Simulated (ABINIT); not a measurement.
# Quasiparticle gap of CsMgF3 (Pm-3m) in ABINIT, part 2 of 3

Wanted: ground state, empty states, screening and self-energy for CsMgF3 (Pm-3m).

ABINIT 10.8.3; LDA and many-body steps on it, plane waves. Known limits of the many-body steps: not at the basis limit; no spin-orbit coupling; coarse k mesh.

So far. Step 2 (Ground state): The gap is direct, at Γ.

## Step 3: Bands along the symmetry lines

Level of this step: DFT, LDA, plane waves, norm-conserving pseudopotentials (ABINIT).

The cheap functional maps the bands first; the places of the edges decide which points the dearer methods must see.

run.abi reads:

```
acell 3*1.0 Angstrom
rprim 
  4.252307000000 0.000000000000 0.000000000000
  0.000000000000 4.252307000000 0.000000000000
  0.000000000000 0.000000000000 4.252307000000
ntypat 3
znucl 55 12 9
natom 5
typat 1 2 3 3 3
xred 
  0.000000000000 0.000000000000 0.000000000000
  0.500000000000 0.500000000000 0.500000000000
  0.000000000000 0.500000000000 0.500000000000
  0.500000000000 0.000000000000 0.500000000000
  0.500000000000 0.500000000000 0.000000000000
pp_dirpath "pseudos"
pseudos "Cs.upf, Mg.upf, F.upf"
ecut 38
iscf -2
irdden 1
kptopt 0
nkpt 50
kpt 
  0.00000000 0.00000000 0.00000000
  0.00000000 0.06250000 0.00000000
  0.00000000 0.12500000 0.00000000
  0.00000000 0.18750000 0.00000000
  0.00000000 0.25000000 0.00000000
  0.00000000 0.31250000 0.00000000
  0.00000000 0.37500000 0.00000000
  0.00000000 0.43750000 0.00000000
  0.00000000 0.50000000 0.00000000
  0.06250000 0.50000000 0.00000000
  0.12500000 0.50000000 0.00000000
  0.18750000 0.50000000 0.00000000
  0.25000000 0.50000000 0.00000000
  0.31250000 0.50000000 0.00000000
  0.37500000 0.50000000 0.00000000
  0.43750000 0.50000000 0.00000000
  0.50000000 0.50000000 0.00000000
  0.43750000 0.43750000 0.00000000
  0.37500000 0.37500000 0.00000000
  0.31250000 0.31250000 0.00000000
  0.25000000 0.25000000 0.00000000
  0.18750000 0.18750000 0.00000000
  0.12500000 0.12500000 0.00000000
  0.06250000 0.06250000 0.00000000
  0.00000000 0.00000000 0.00000000
  0.06250000 0.06250000 0.06250000
  0.12500000 0.12500000 0.12500000
  0.18750000 0.18750000 0.18750000
  0.25000000 0.25000000 0.25000000
  0.31250000 0.31250000 0.31250000
  0.37500000 0.37500000 0.37500000
  0.43750000 0.43750000 0.43750000
  0.50000000 0.50000000 0.50000000
  0.43750000 0.50000000 0.43750000
  0.37500000 0.50000000 0.37500000
  0.31250000 0.50000000 0.31250000
  0.25000000 0.50000000 0.25000000
  0.18750000 0.50000000 0.18750000
  0.12500000 0.50000000 0.12500000
  0.06250000 0.50000000 0.06250000
  0.00000000 0.50000000 0.00000000
  0.50000000 0.50000000 0.50000000
  0.50000000 0.50000000 0.43750000
  0.50000000 0.50000000 0.37500000
  0.50000000 0.50000000 0.31250000
  0.50000000 0.50000000 0.25000000
  0.50000000 0.50000000 0.18750000
  0.50000000 0.50000000 0.12500000
  0.50000000 0.50000000 0.06250000
  0.50000000 0.50000000 0.00000000
istwfk *1
nband 27
nbdbuf 2
tolwfr 1e-08
nstep 40
prtwf 0
prtvol 0
indata_prefix "in"
outdata_prefix "out"
tmpdata_prefix "tmp"
```

On the command line:

```console
OMP_NUM_THREADS=1 mpirun -n 4 abinit run.abi > log
```

Numbers of over 12 decimals in the logs are rounded to 6 here.

Log:

```text
.Version 10.8.3 of ABINIT. v10.8.2 released Aug 2026.

 Symmetries : space group Pm -3 m (#221); Bravais cP (primitive cubic)
[... echo of the input left out ...]
== DATASET  1 ==================================================================
-   mpi_nproc: 4, omp_nthreads: 1 (-1 if OMP is not activated)

--- !DatasetInfo
iteration_state: {dtset: 1, }
dimensions: {natom: 5, nkpt: 50, mband: 27, nsppol: 1, nspinor: 1, nspden: 1, mpw: 5848, }
cutoff_energies: {ecut:  38.0, pawecutdg:  -1.0, }
electrons: {nelect:   4.00000000E+01, charge:   0.00000000E+00, occopt:   1.00000000E+00, tsmear:   1.00000000E-02, }

 Real(R)+Recip(G) space primitive vectors, cartesian coordinates (Bohr,Bohr^-1):
 R(1)=  8.0356956  0.0000000  0.0000000  G(1)=  0.1244447  0.0000000  0.0000000
 R(2)=  0.0000000  8.0356956  0.0000000  G(2)=  0.0000000  0.1244447  0.0000000
 R(3)=  0.0000000  0.0000000  8.0356956  G(3)=  0.0000000  0.0000000  0.1244447
 Unit cell volume ucvol=  5.1888419E+02 bohr^3
 Angles (23,13,12)=  9.00000000E+01  9.00000000E+01  9.00000000E+01 degrees

 getcut: wavevector=  0.0000  0.0000  0.0000  ngfft=  48  48  48
         ecut(hartree)=     38.000   => boxcut(ratio)=   2.15259

--- Pseudopotential description ------------------------------------------------
- Cs Generated using ONCVPSP code by D. R. Hamann
- 55.00000   9.00000  201201                  znucl, zion, pspdat
12 -1012 3 -1 2328                            pspcod,pspxc,lmax,lloc,mmax
     nproj     2     2     2     2
  pspatm : epsatm=   21.68725381
         --- l  ekb(1:nproj) -->
             0    6.247599    0.778427
             1    6.343167    0.797067
             2    3.778962    0.917083
[...]
pspatm: atomic psp has been read  and splines computed

- Mg Generated using ONCVPSP code by D. R. Hamann
- 12.00000  10.00000  180309                  znucl, zion, pspdat
12 -1012 1 -1 1510                            pspcod,pspxc,lmax,lloc,mmax
     nproj     2     2     0     0
  pspatm : epsatm=    9.23542517
         --- l  ekb(1:nproj) -->
[...]
pspatm: atomic psp has been read  and splines computed

- F Generated using ONCVPSP code by D. R. Hamann
-  9.00000   7.00000  201202                  znucl, zion, pspdat
12 -1012 2 -1 824                             pspcod,pspxc,lmax,lloc,mmax
     nproj     2     2     1     0
  pspatm : epsatm=    4.94580260
         --- l  ekb(1:nproj) -->
[...]
2   -2.364936
 pspatm: atomic psp has been read  and splines computed

--------------------------------------------------------------------------------

================================================================================
 prteigrs : about to open file out_EIG
 Non-SCF case, kpt    1 (  0.00000  0.00000  0.00000), residuals and eigenvalues=
  3.71E-09  2.62E-09  3.47E-09  4.24E-09  9.80E-09  5.00E-09  9.49E-09  3.02E-09
[...]
Non-SCF case, kpt   49 (  0.50000  0.50000  0.06250), residuals and eigenvalues=
[...]
Non-SCF case, kpt   50 (  0.50000  0.50000  0.00000), residuals and eigenvalues=
[...]
-4.5575E-02 -4.1669E-02 -2.0443E-02 -1.6281E-02 -1.6281E-02  1.4530E-02
  1.5543E-02  1.5543E-02  3.4834E-01  4.0680E-01  4.5390E-01  4.5390E-01
[...]
--- !ResultsGS
iteration_state: {dtset: 1, }
comment   : Summary of ground state results
lattice_vectors:
- [  8.0356956,   0.0000000,   0.0000000, ]
- [  0.0000000,   8.0356956,   0.0000000, ]
- [  0.0000000,   0.0000000,   8.0356956, ]
lattice_lengths: [   8.03570,    8.03570,    8.03570, ]
lattice_angles: [ 90.000,  90.000,  90.000, ] # degrees, (23, 13, 12)
lattice_volume:   5.1888419E+02
convergence: {deltae:  0.000E+00, res2:  0.000E+00, residm:  9.999E-09, diffor:  0.000E+00, }
etotal    :  -1.56789819E+02
entropy   :   0.00000000E+00
fermie    :   2.22453065E-02
cartesian_stress_tensor: null
pressure_GPa: null
xred      :
- [  0.0000E+00,   0.0000E+00,   0.0000E+00, Cs]
- [  5.0000E-01,   5.0000E-01,   5.0000E-01, Mg]
- [  0.0000E+00,   5.0000E-01,   5.0000E-01,  F]
- [  5.0000E-01,   0.0000E+00,   5.0000E-01,  F]
- [  5.0000E-01,   5.0000E-01,   0.0000E+00,  F]
cartesian_forces: null
force_length_stats: {min: null, max: null, mean: null, }

 Integrated electronic density in atomic spheres:
 ------------------------------------------------
 Atom  Sphere_radius  Integrated_density
[...]
================================================================================

 ----iterations are completed or convergence reached----

 Mean square residual over all n,k,spin=   62.419E-10; max=  99.990E-10
 reduced coordinates (array xred) for    5 atoms
[...]
cartesian coordinates (angstrom) at end:
    1      0.000000     0.000000     0.000000
    2      2.126154     2.126154     2.126154
    3      0.000000     2.126154     2.126154
    4      2.126154     0.000000     2.126154
    5      2.126154     2.126154     0.000000
 length scales=  1.889726125908  1.889726125908  1.889726125908 bohr
              =  1.000000000000  1.000000000000  1.000000000000 angstroms
 prteigrs : about to open file out_EIG
 Eigenvalues (hartree) for nkpt=  50  k points:
 kpt#   1, nband= 27, wtk=  1.00000, kpt=  0.0000  0.0000  0.0000 (reduced coord)
[...]
kpt#   2, nband= 27, wtk=  1.00000, kpt=  0.0000  0.0625  0.0000 (reduced coord)
[...]
kpt#   3, nband= 27, wtk=  1.00000, kpt=  0.0000  0.1250  0.0000 (reduced coord)
[...]
kpt#  49, nband= 27, wtk=  1.00000, kpt=  0.5000  0.5000  0.0625 (reduced coord)
[...]
0.48211    0.48211    0.50384
 kpt#  50, nband= 27, wtk=  1.00000, kpt=  0.5000  0.5000  0.0000 (reduced coord)
[...]
-0.13400   -0.13400   -0.09606   -0.08543   -0.04557   -0.04167   -0.02044   -0.01628
  -0.01628    0.01453    0.01554    0.01554    0.34834    0.40680    0.45390    0.45390
   0.46267    0.46267    0.51218

== END DATASET(S) ==============================================================
================================================================================

 -outvars: echo values of variables after computation  --------
            nband          27
             nkpt          50
          spgroup         221
 [... the other variables as echoed above ...]

 Calculation completed.
```

The job ended after 81 s (4 MPI ranks of Arm Neoverse N1, shared host; peak memory 0.4 GiB; 5.4 min of CPU time).

This step gave:

```
gap                        : 6.388 eV
k of the valence top       : 0, 0, 0
k of the conduction bottom : 0, 0, 0
least direct gap           : 6.388 eV
```

The gap is 6.388 eV, as in the run before at this level.

The electronic bands at the labelled points (eV, zero at the top of the highest filled band):

```
    point  band 17  band 18  band 19  band 20  band 21  band 22  band 23  band 24
        Γ    -0.70     0.00     0.00     0.00     6.39     8.46     8.46    11.28
  halfway    -0.75    -0.59    -0.17    -0.17     7.38     8.97     9.40    11.42
        X    -0.66    -0.66    -0.42    -0.42     9.10     9.24     9.56    11.54
  halfway    -0.72    -0.58    -0.44    -0.21     9.09     9.83    10.61    11.43
        M    -1.05    -0.21    -0.18    -0.18     8.87    10.46    11.75    11.75
  halfway    -0.80    -0.57    -0.39    -0.04     8.11     9.46    10.23    11.22
        Γ    -0.70     0.00     0.00     0.00     6.39     8.46     8.46    11.28
  halfway    -0.77    -0.46    -0.14    -0.14     8.52    10.11    10.11    11.14
        R    -0.20    -0.16    -0.16    -0.16     8.69     8.69     8.69    11.84
  halfway    -0.50    -0.46    -0.33    -0.30     9.09     9.96     9.98    11.03
        X    -0.66    -0.66    -0.42    -0.42     9.10     9.24     9.56    11.54
jump to R    -0.20    -0.16    -0.16    -0.16     8.69     8.69     8.69    11.84
  halfway    -0.60    -0.20    -0.18    -0.18     8.79     9.63     9.63    11.55
        M    -1.05    -0.21    -0.18    -0.18     8.87    10.46    11.75    11.75
```

## Step 4: Empty states on the mesh, 2×2×2 mesh, 55 bands

The sums over transitions need many empty states on a uniform mesh; this step solves for them.

run.abi reads:

```
acell 3*1.0 Angstrom
rprim 
  4.252307000000 0.000000000000 0.000000000000
  0.000000000000 4.252307000000 0.000000000000
  0.000000000000 0.000000000000 4.252307000000
ntypat 3
znucl 55 12 9
natom 5
typat 1 2 3 3 3
xred 
  0.000000000000 0.000000000000 0.000000000000
  0.500000000000 0.500000000000 0.500000000000
  0.000000000000 0.500000000000 0.500000000000
  0.500000000000 0.000000000000 0.500000000000
  0.500000000000 0.500000000000 0.000000000000
pp_dirpath "pseudos"
pseudos "Cs.upf, Mg.upf, F.upf"
ecut 38
ngkpt 2 2 2
nshiftk 1
shiftk 0 0 0
kptopt 1
chksymbreak 0
iscf -2
irdden 1
istwfk *1
nband 55
nbdbuf 4
tolwfr 1e-09
nstep 60
prtvol 0
indata_prefix "in"
outdata_prefix "out"
tmpdata_prefix "tmp"
```

Log:

```text
.Version 10.8.3 of ABINIT. v10.8.2 released Aug 2026.

 Symmetries : space group Pm -3 m (#221); Bravais cP (primitive cubic)
[... echo of the input left out ...]
== DATASET  1 ==================================================================
-   mpi_nproc: 4, omp_nthreads: 1 (-1 if OMP is not activated)

--- !DatasetInfo
iteration_state: {dtset: 1, }
dimensions: {natom: 5, nkpt: 4, mband: 55, nsppol: 1, nspinor: 1, nspden: 1, mpw: 5846, }
cutoff_energies: {ecut:  38.0, pawecutdg:  -1.0, }
electrons: {nelect:   4.00000000E+01, charge:   0.00000000E+00, occopt:   1.00000000E+00, tsmear:   1.00000000E-02, }

 Real(R)+Recip(G) space primitive vectors, cartesian coordinates (Bohr,Bohr^-1):
 R(1)=  8.0356956  0.0000000  0.0000000  G(1)=  0.1244447  0.0000000  0.0000000
 R(2)=  0.0000000  8.0356956  0.0000000  G(2)=  0.0000000  0.1244447  0.0000000
 R(3)=  0.0000000  0.0000000  8.0356956  G(3)=  0.0000000  0.0000000  0.1244447
 Unit cell volume ucvol=  5.1888419E+02 bohr^3
 Angles (23,13,12)=  9.00000000E+01  9.00000000E+01  9.00000000E+01 degrees

 getcut: wavevector=  0.0000  0.0000  0.0000  ngfft=  48  48  48
         ecut(hartree)=     38.000   => boxcut(ratio)=   2.15259

--- Pseudopotential description ------------------------------------------------
- Cs Generated using ONCVPSP code by D. R. Hamann
- 55.00000   9.00000  201201                  znucl, zion, pspdat
12 -1012 3 -1 2328                            pspcod,pspxc,lmax,lloc,mmax
     nproj     2     2     2     2
  pspatm : epsatm=   21.68725381
         --- l  ekb(1:nproj) -->
             0    6.247599    0.778427
             1    6.343167    0.797067
             2    3.778962    0.917083
[...]
pspatm: atomic psp has been read  and splines computed

- Mg Generated using ONCVPSP code by D. R. Hamann
- 12.00000  10.00000  180309                  znucl, zion, pspdat
12 -1012 1 -1 1510                            pspcod,pspxc,lmax,lloc,mmax
     nproj     2     2     0     0
  pspatm : epsatm=    9.23542517
         --- l  ekb(1:nproj) -->
[...]
pspatm: atomic psp has been read  and splines computed

- F Generated using ONCVPSP code by D. R. Hamann
-  9.00000   7.00000  201202                  znucl, zion, pspdat
12 -1012 2 -1 824                             pspcod,pspxc,lmax,lloc,mmax
     nproj     2     2     1     0
  pspatm : epsatm=    4.94580260
         --- l  ekb(1:nproj) -->
[...]
2   -2.364936
 pspatm: atomic psp has been read  and splines computed

--------------------------------------------------------------------------------

================================================================================
 prteigrs : about to open file out_EIG
 Non-SCF case, kpt    1 (  0.00000  0.00000  0.00000), residuals and eigenvalues=
  4.39E-10  2.02E-10  2.39E-10  3.18E-10  6.24E-10  2.28E-10  8.51E-10  1.90E-10
  1.55E-10  2.97E-10  9.65E-10  1.47E-10  2.89E-10  5.35E-10  1.64E-10  3.46E-10
  6.63E-10  1.86E-10  3.44E-10  6.82E-10  4.84E-10  2.24E-10  2.87E-10  1.28E-10
[...]
6.89E-10  3.32E-10  4.17E-10  2.09E-07  4.37E-07  3.78E-08  3.53E-05
 -2.5915E+00 -1.3935E+00 -1.3935E+00 -1.3935E+00 -6.9653E-01 -6.7317E-01
 -6.7317E-01 -5.8622E-01 -1.2853E-01 -1.2853E-01 -1.2853E-01 -4.0827E-02
 -4.0827E-02 -4.0827E-02 -3.5234E-03 -3.5234E-03 -3.5234E-03  2.2245E-02
[...]
9.3437E-01  9.3437E-01  9.3437E-01  9.4085E-01  9.4085E-01  9.4085E-01
  1.0080E+00  1.0132E+00  1.0132E+00  1.1358E+00  1.1358E+00  1.1622E+00
  1.1663E+00
 prteigrs : prtvol=0 or 1, do not print more k-points.

--- !ResultsGS
iteration_state: {dtset: 1, }
comment   : Summary of ground state results
lattice_vectors:
- [  8.0356956,   0.0000000,   0.0000000, ]
- [  0.0000000,   8.0356956,   0.0000000, ]
- [  0.0000000,   0.0000000,   8.0356956, ]
lattice_lengths: [   8.03570,    8.03570,    8.03570, ]
lattice_angles: [ 90.000,  90.000,  90.000, ] # degrees, (23, 13, 12)
lattice_volume:   5.1888419E+02
convergence: {deltae:  0.000E+00, res2:  0.000E+00, residm:  9.910E-10, diffor:  0.000E+00, }
etotal    :  -1.56789819E+02
entropy   :   0.00000000E+00
fermie    :   2.22453065E-02
cartesian_stress_tensor: null
pressure_GPa: null
xred      :
- [  0.0000E+00,   0.0000E+00,   0.0000E+00, Cs]
- [  5.0000E-01,   5.0000E-01,   5.0000E-01, Mg]
- [  0.0000E+00,   5.0000E-01,   5.0000E-01,  F]
- [  5.0000E-01,   0.0000E+00,   5.0000E-01,  F]
- [  5.0000E-01,   5.0000E-01,   0.0000E+00,  F]
cartesian_forces: null
force_length_stats: {min: null, max: null, mean: null, }

 Integrated electronic density in atomic spheres:
 ------------------------------------------------
 Atom  Sphere_radius  Integrated_density
[...]
================================================================================

 ----iterations are completed or convergence reached----

 Mean square residual over all n,k,spin=   47.678E-11; max=  99.098E-11
 reduced coordinates (array xred) for    5 atoms
[...]
0.500000000000      0.000000000000      0.500000000000
       0.500000000000      0.500000000000      0.000000000000

 cartesian coordinates (angstrom) at end:
    1      0.000000     0.000000     0.000000
    2      2.126154     2.126154     2.126154
    3      0.000000     2.126154     2.126154
    4      2.126154     0.000000     2.126154
    5      2.126154     2.126154     0.000000
 length scales=  1.889726125908  1.889726125908  1.889726125908 bohr
              =  1.000000000000  1.000000000000  1.000000000000 angstroms
 prteigrs : about to open file out_EIG
 Eigenvalues (hartree) for nkpt=   4  k points:
 kpt#   1, nband= 55, wtk=  0.12500, kpt=  0.0000  0.0000  0.0000 (reduced coord)
[...]
0.67123    0.67934    0.70010    0.70010    0.70010    0.74622    0.74622    0.74622
   0.87750    0.87750    0.93437    0.93437    0.93437    0.94085    0.94085    0.94085
   1.00795    1.01321    1.01321    1.13576    1.13576    1.16220    1.16633
 prteigrs : prtvol=0 or 1, do not print more k-points.

== END DATASET(S) ==============================================================
================================================================================

 -outvars: echo values of variables after computation  --------
            nband          55
             nkpt           4
          spgroup         221
 [... the other variables as echoed above ...]

 Calculation completed.
```

It took 23 s on 4 MPI ranks; peak memory 0.3 GiB; 92 s of CPU time.

This step gave:

* gap: 6.388 eV
* k of the valence top: 0, 0, 0
* k of the conduction bottom: 0, 0, 0
* least direct gap: 6.388 eV
* k points computed: 4
* lowest point of the top converged band, above the valence top: 26.97 eV

On this mesh the gap is 6.388 eV.

## Step 5: Screening, 2×2×2 mesh, 51 bands, screening to 87.1 eV

The RPA dielectric matrix is built and inverted for each q.

This step: RPA screening on LDA, plane waves, norm-conserving pseudopotentials.

Edit run.abi of step 4 so:

```diff
@@ -23,10 +23,11 @@
 chksymbreak 0
-iscf -2
-irdden 1
 istwfk *1
-nband 55
-nbdbuf 4
-tolwfr 1e-09
-nstep 60
-prtvol 0
+occopt 1
+irdwfk 1
+optdriver 3
+nband 51
+ecuteps 3.2
+inclvkb 2
+awtr 1
+symchi 1
 indata_prefix "in"
```

Log:

```text
.Version 10.8.3 of ABINIT. v10.8.2 released Aug 2026.

 Symmetries : space group Pm -3 m (#221); Bravais cP (primitive cubic)
[... echo of the input left out ...]
== DATASET  1 ==================================================================
-   mpi_nproc: 4, omp_nthreads: 1 (-1 if OMP is not activated)

--- !DatasetInfo
iteration_state: {dtset: 1, }
dimensions: {natom: 5, nkpt: 4, mband: 51, nsppol: 1, nspinor: 1, nspden: 1, mpw: 5846, }
cutoff_energies: {ecut:  38.0, pawecutdg:  -1.0, }
electrons: {nelect:   4.00000000E+01, charge:   0.00000000E+00, occopt:   1.00000000E+00, tsmear:   1.00000000E-02, }

 SCREENING: Calculation of the susceptibility and dielectric matrices

 Based on a program developped by R.W. Godby, V. Olevano, G. Onida, and L. Reining.
 Incorporated in ABINIT by V. Olevano, G.-M. Rignanese, and M. Torrent.
.Using double precision arithmetic ; gwpc =  8

[... cell and pseudopotentials left out ...]
--------------------------------------------------------------------------------

 ==== K-mesh for the wavefunctions ====
 Number of points in the irreducible wedge :     4
[... list of points left out ...]
 Together with 48 symmetry operations and time-reversal symmetry
 yields     8 points in the full Brillouin Zone.

 ==== Q-mesh for the screening function ====
 Number of points in the irreducible wedge :     4
[... list of points left out ...]
 Together with 48 symmetry operations and time-reversal symmetry
 yields     8 points in the full Brillouin Zone.

 setmesh: FFT mesh size selected  =    30x   30x   30
          total number of points  =        27000

 vcoul_init : cutoff-mode = AUXILIARY_FUNCTION
 q-points for optical limit:   1
     1)      0.000010    0.000020    0.000030

- screening: taking advantage of time-reversal symmetry
- Maximum band index for partially occupied states nbvw = 20
- Remaining bands to be divided among processors   nbcw = 31
- Number of bands treated by each node ~7

 Number of electrons calculated from density =   40.0000; Expected =   40.0000
 average of density, n =  0.077088
 r_s =    1.4576
 omega_plasma =   26.7825 [eV]

 calculating chi0 at frequencies [eV] :
  1    0.000000E+00    0.000000E+00
  2    0.000000E+00    2.678245E+01

--------------------------------------------------------------------------------
  q-point number  1        q = ( 0.000000, 0.000000, 0.000000) [r.l.u.]
--------------------------------------------------------------------------------
[... chi0 elements left out ...]
 For q-point:  0.000010 0.000020 0.000030
  dielectric constant =   2.4417
  dielectric constant without local fields =   2.6690

  Average fulfillment of the sum rule on Im[epsilon] for q-point    1 :     23.61  [%]
[... wings left out ...]
  q-point number  2        q = ( 0.500000, 0.000000, 0.000000) [r.l.u.]
--------------------------------------------------------------------------------
[... chi0 elements left out ...]
  Average fulfillment of the sum rule on Im[epsilon] for q-point    2 :     32.46  [%]

 [... 2 further q-points ...]
```

Run time: 12 s. Hardware: 4 MPI ranks; peak memory 0.76 GiB; 49 s of CPU time.

Numbers from this step:

```yaml
eps_infinity_with_local_fields_on_this_mesh_along_the_program_s_q_direction: 2.442
the_same_without_local_fields: 2.669
plasma_frequency: 26.78 eV
plane_waves_in_the_screening_matrix: 147
```

Local fields lower ε∞ by 9 %. On a Γ-centred mesh this coarse the value itself is usually too large, while a short band sum pulls it down.

(Continued in part 3 of 3.)

[Paths, hosts, dates, memory and timing lines, banners, echoed tables and standing remarks are left out of the program output.]

[Logs are printed without paths, hosts, clocks, repeated set-up lines and the standing remarks that a program may print on its own settings, such as how far it seeks lower states.]

[Runs of the session that timed out or met a known fault of the program may be left out.]

[Hosts, paths, dates, database ids (printed as entryN), source tags and the programs' standing remarks are cut or masked in the printed files.]

[G0W0 gaps are taken among the corrected bands and points alone; a level outside them can change the order at an edge.]

[Where Ansatz stands beside ABINIT at settings called matched, ABINIT's density can come from a denser mesh and the files from another edition; pairs whose starting gaps differed by over 0.03 eV were left out, so agreement reads better than it is.]
